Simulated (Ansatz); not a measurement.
# SiPb (model cell, started as zinc blende): from the cell to its phonons, part 3 of 3

Wanted: vibrations and spectra of SiPb (model cell, started as zinc blende); the cell is already relaxed. After the zone centre comes a 4×4×4 q mesh on a 12×12×12 k mesh.

Ansatz 0.2.0; DFT PBEsol, scalar-relativistic, plane waves, PAW.

So far, highest frequency on the path or at a solved wavevector (cm⁻¹): step 3 (response at finite wavevector) 309.

The structure was built from a prototype and need not be the compound's stable phase.

### Step 4. The same by displaced supercells

Finite displacements in a 2×2×2 supercell give force constants from forces alone. They are exact at the wavevectors that the supercell holds, where they check the linear-response result.

input.yaml

```yaml
crystal:
  lattice:
    - [0.0, 3.0937247481, 3.0937247481]
    - [3.0937247481, 0.0, 3.0937247481]
    - [3.0937247481, 3.0937247481, 0.0]
  atoms:
    - { symbol: Pb, position: [0.0, 0.0, 0.0] }
    - { symbol: Si, position: [0.25, 0.25, 0.25] }
kpoints:
  mp_grid: { grid: [12, 12, 12] }
hamiltonian:
  xc: pbesol
scf:
  occupations: { method: methfessel_paxton, width: 0.2 }
output:
  eigenvalues: true
phonons:
  method: fd
  supercell: [2, 2, 2]
  temperatures: { t_max: 1000, t_step: 50 }
  qpath:
    path:
      - [[0.0, 0.0, 0.0], [-0.5, -0.5, 0.0], [-0.375, -0.375, 0.25]]
      - [[-0.375, 0.0, 0.375], [0.0, 0.0, 0.0], [0.0, 0.0, 0.5], [-0.5, -0.25, 0.25], [-0.5, -0.5, 0.0]]
    npoints: 10
```

Started as:

```console
$ ansatz run input.yaml --threads 8 --pin off --max-ram 14336MiB --backend cpu --events-out ev --progress --plain --runs-dir out
```

Numbers of over 12 decimals in the logs are rounded to 6 here.

Output:

```text
[...]
Crystal: 16 atoms, lattice volume = 473.767 Å³
Basis set: ecut = 420 eV, 9305 PW (Γ), exchange–correlation on 120×120×120 points (8 copies of the dense FFT grid, shifted against one another)
Bands: 92, of which v1, the nominal top of the filled ones, is band 72 counted from 1 (71 counted from 0)
Symmetry: 192 space group operations
k-points: 16 of 216 (time reversal used)
[...]
SCF iter   1: F=—  HF=-99004.065800 eV  |F-HF|=—  |Δ(HF+E_count)|=         —  Δρ=3.24e-8  dr2=4.31e-12  ethr=1.00e-12  ⟨swp⟩=3.0  Hψ=3708  notcnv=0
[...]
SCF iter   2: F=-99004.065800 eV  HF=-99004.065800 eV  |F-HF|=1.46e-11  |Δ(HF+E_count)|=  4.37e-11  S|Δr|=    0.00e0  Δρ=1.82e-8  dr2=1.42e-12  ethr=1.00e-12  ⟨swp⟩=3.1  Hψ=3013  notcnv=0
SCF 1 converged in 2 iterations: F = -99004.065800 eV  dr2 = 1.42e-12
[...]
Crystal: 2 atoms, lattice volume = 59.221 Å³
Basis set: ecut = 420 eV, 1139 PW (Γ), exchange–correlation on 60×60×60 points (8 copies of the dense FFT grid, shifted against one another)
Bands: 13, of which v1, the nominal top of the filled ones, is band 9 counted from 1 (8 counted from 0)
Symmetry: 24 space group operations
k-points: 72 of 1728 (time reversal used)
[...]
SCF iter   2: F=-12375.508225 eV  HF=-12375.508225 eV  |F-HF|=7.28e-12  |Δ(HF+E_count)|=   7.04e-7  S|Δr|=    0.00e0  Δρ=1.62e-7  dr2=1.34e-11  ethr=1.00e-12  ⟨swp⟩=7.1  Hψ=4462  notcnv=0
SCF 2 converged in 2 iterations: F = -12375.508225 eV  dr2 = 1.34e-11
[...]
Symmetry: 4 space group operations
k-points: 46 of 216 (time reversal used)
[...]
SCF iter   8: F=-99004.065775 eV  HF=-99004.065775 eV  |F-HF|=2.91e-11  |Δ(HF+E_count)|=    0.00e0  S|Δr|=    0.00e0  Δρ=2.48e-8  dr2=5.25e-12  ethr=1.00e-12  ⟨swp⟩=7.0  Hψ=18935  notcnv=0
SCF 3 converged in 8 iterations: F = -99004.065775 eV  dr2 = 5.25e-12
[...]
SCF iter   8: F=-99004.065774 eV  HF=-99004.065774 eV  |F-HF|=0.00e0  |Δ(HF+E_count)|=  1.46e-11  S|Δr|=    0.00e0  Δρ=2.12e-8  dr2=4.68e-12  ethr=1.00e-12  ⟨swp⟩=7.0  Hψ=18949  notcnv=0
SCF 4 converged in 8 iterations: F = -99004.065774 eV  dr2 = 4.68e-12
SCF converged after 2 iterations
[...]
Free energy (F): -99004.065800 eV
[...]
Internal energy: -99004.065871 eV  (E = F + TS)
E sigma→0 (E₀):  -99004.065817 eV
Entropy (-TS):   0.000071 eV (0.004 meV/atom)
Fermi energy:    7.037332 eV
[...]
--- Band table (eV; the first three rows and the last of 16) ---
  k-point 0: bands = [... 68 lower, 5.9564, 5.9564, 6.8030, 6.8030, 6.8030, 6.8030, 7.2149, 7.2149, ... 16 higher]
  k-point 1: bands = [... 68 lower, 6.0125, 6.0125, 6.8506, 7.0701, 7.0701, 7.4543, 7.5417, 7.5417, ... 16 higher]
  k-point 2: bands = [... 68 lower, 6.1768, 6.1768, 6.7583, 6.7583, 6.9899, 7.4293, 8.0486, 8.0486, ... 16 higher]
  k-point 15: bands = [... 68 lower, 5.6312, 5.6312, 5.9347, 5.9347, 8.5302, 8.5302, 8.8047, 8.8047, ... 16 higher]
--- Phonons: 2 displaced members + reference (amplitude 0.0025 Å, Σ member SCF iterations 16) ---
  symmetry images taken by strict's conditions (phonons.symmetry_images: auto; settled by no image being taken that strict refuses)
  ASR residual: 1.778e-4 → 0.000e0 eV/Å²; symmetrization residual: 2.198e-5 eV/Å²
  largest component of a force at the reference: 2.1e-16 eV/Å
  ASR residual per site (eV/Å²): 2.97e-5 1.78e-4
  Γ frequencies (cm⁻¹): 0.00 0.00 0.00 281.20 281.20 281.20
[...]
```

It took 13 s on 8 threads of AMD EPYC 9R45, shared host; peak memory 3 GiB; 99 s of CPU time.

Numbers from this step:

| Property | Result |
| --- | --- |
| atoms in the supercell | 16 |
| sum-rule residual before enforcement | 1.78e-4 eV/Å² |

Interpolated from a 2×2×2 supercell, rough between the solved points. The phonon branches at the labelled points (cm⁻¹):

| point | branch 1 | branch 2 | branch 3 | branch 4 | branch 5 | branch 6 |
| --- | --- | --- | --- | --- | --- | --- |
| Γ | 0 | 0 | 0 | 281 | 281 | 281 |
| halfway | 26 | 26 | 83 | 285 | 285 | 297 |
| X | 38 | 38 | 117 | 286 | 286 | 309 |
| halfway | 38 | 50 | 115 | 287 | 287 | 308 |
| U | 38 | 68 | 109 | 288 | 290 | 305 |
| jump to K | 38 | 68 | 109 | 288 | 290 | 305 |
| halfway | 28 | 45 | 81 | 287 | 287 | 295 |
| Γ | 0 | 0 | 0 | 281 | 281 | 281 |
| halfway | 24 | 24 | 74 | 286 | 286 | 292 |
| L | 34 | 34 | 109 | 290 | 290 | 301 |
| halfway | 39 | 62 | 106 | 289 | 292 | 301 |
| W | 55 | 66 | 107 | 287 | 293 | 303 |
| halfway | 48 | 52 | 113 | 287 | 289 | 307 |
| X | 38 | 38 | 117 | 286 | 286 | 309 |

The phonon branches as a text plot (rows in cm⁻¹):

```
    303 |      *****************              *******************
    290 |  **************************     ***********************
    277 |****                       *******
    264 |
    251 |
    238 |
    226 |
    213 |
    200 |
    187 |
    174 |
    161 |
    148 |
    135 |
    122 |            **                                        **
    110 |        ****  *****                    ***************
     97 |       *           ****              **
     84 |      *                *            *
     71 |    **          ******  *          *          *****
     58 |   *           *      *  **       *         **  *****
     45 |             **        *         *        ** ***    ****
     32 |  *   *******************  *    *   *********          *
     19 | * ***                  *****  * ***
      6 |***                         *****
         Γ           X  U|K            Γ         L        W     X
```

Tetrahedra on a 18×18×18 mesh, mean over bins of 5 cm-1. Interpolated from a 2×2×2 supercell, rough between the solved points. Phonon density of states against wavenumber; read off at these points:

| wavenumber (cm⁻¹) | phonon density of states (1/cm⁻¹/cell) |
| --- | --- |
| 2 | 1.6e-4 |
| 12 | 0.00441 |
| 22 | 0.0164 |
| 32 | 0.0625 |
| 38 | 0.0864 |
| 48 | 0.0350 |
| 58 | 0.0267 |
| 68 | 0.0324 |
| 78 | 0.00568 |
| 88 | 0.00966 |
| 98 | 0.0203 |
| 108 | 0.0659 |
| 122 | 0 |
| 132 | 0 |
| 142 | 0 |
| 152 | 0 |
| 162 | 0 |
| 172 | 0 |
| 182 | 0 |
| 192 | 0 |
| 208 | 0 |
| 218 | 0 |
| 228 | 0 |
| 238 | 0 |
| 248 | 0 |
| 258 | 0 |
| 268 | 0 |
| 282 | 0.0328 |
| 288 | 0.296 |
| 292 | 0.0978 |
| 302 | 0.103 |
| 312 | 0 |

At Γ the two methods differ by at most 0.0 cm⁻¹.

### Step 5. What came out

| Property | Result |
| --- | --- |
| space group (within 0.01 Å) | F-43m |
| volume per atom | 29.6 Å³ |
| electronic character | no gap on this mesh |
| highest optical mode at the zone centre (no LO-TO term) | 281 cm⁻¹ |
| lowest optical zone-centre mode | 281 cm⁻¹ |
| lowest mode on the q mesh (acoustic modes at Γ apart) | 29.7 cm⁻¹ |
| highest frequency on the path or at a solved wavevector | 309 cm⁻¹ |
| zero-point energy per atom | 32.6 meV |
| heat capacity at 300 K | 23.0 J/(mol atoms K) |
| vibrational entropy at 300 K | 38.3 J/(mol atoms K) |
| Debye temperature (second moment) | 390 K |
| imaginary modes on the 4×4×4 q mesh | none |

What this shows: The structure is a minimum as far as tested: no mode is imaginary at the 8 irreducible wavevectors of the 4×4×4 mesh, and the softest away from the acoustic zeros lies at 30 cm⁻¹. The optical modes at Γ form one degenerate level at 281 cm⁻¹. The highest mode in this list at Γ, 281.2 cm⁻¹, is mostly motion of Si (88 % of the kinetic energy). On the path and the mesh, the widest gap between branches runs from 117 to 271 cm⁻¹. Finite displacements and linear response differ by 0.0 cm⁻¹ in the highest zone-centre mode. With no gap, or one that is small against the smearing, the frequencies hang on the k mesh and the smearing, most of all near Kohn anomalies. Spin-orbit coupling is left out, which can matter for the heavy elements here. A phonon run warned that its eigensolver left some bands unconverged in a pass. The starting cell was built on a prototype and not taken from a measurement, so the phase need not exist. These are harmonic frequencies at zero temperature: anharmonic shifts, linewidths and thermal expansion are left out.

[Logs are printed without paths, hosts, clocks, repeated set-up lines and the standing remarks that a program may print on its own settings, such as how far it seeks lower states.]

[Hosts, paths, dates, database ids (printed as entryN), source tags and the programs' standing remarks are cut or masked in the printed files.]
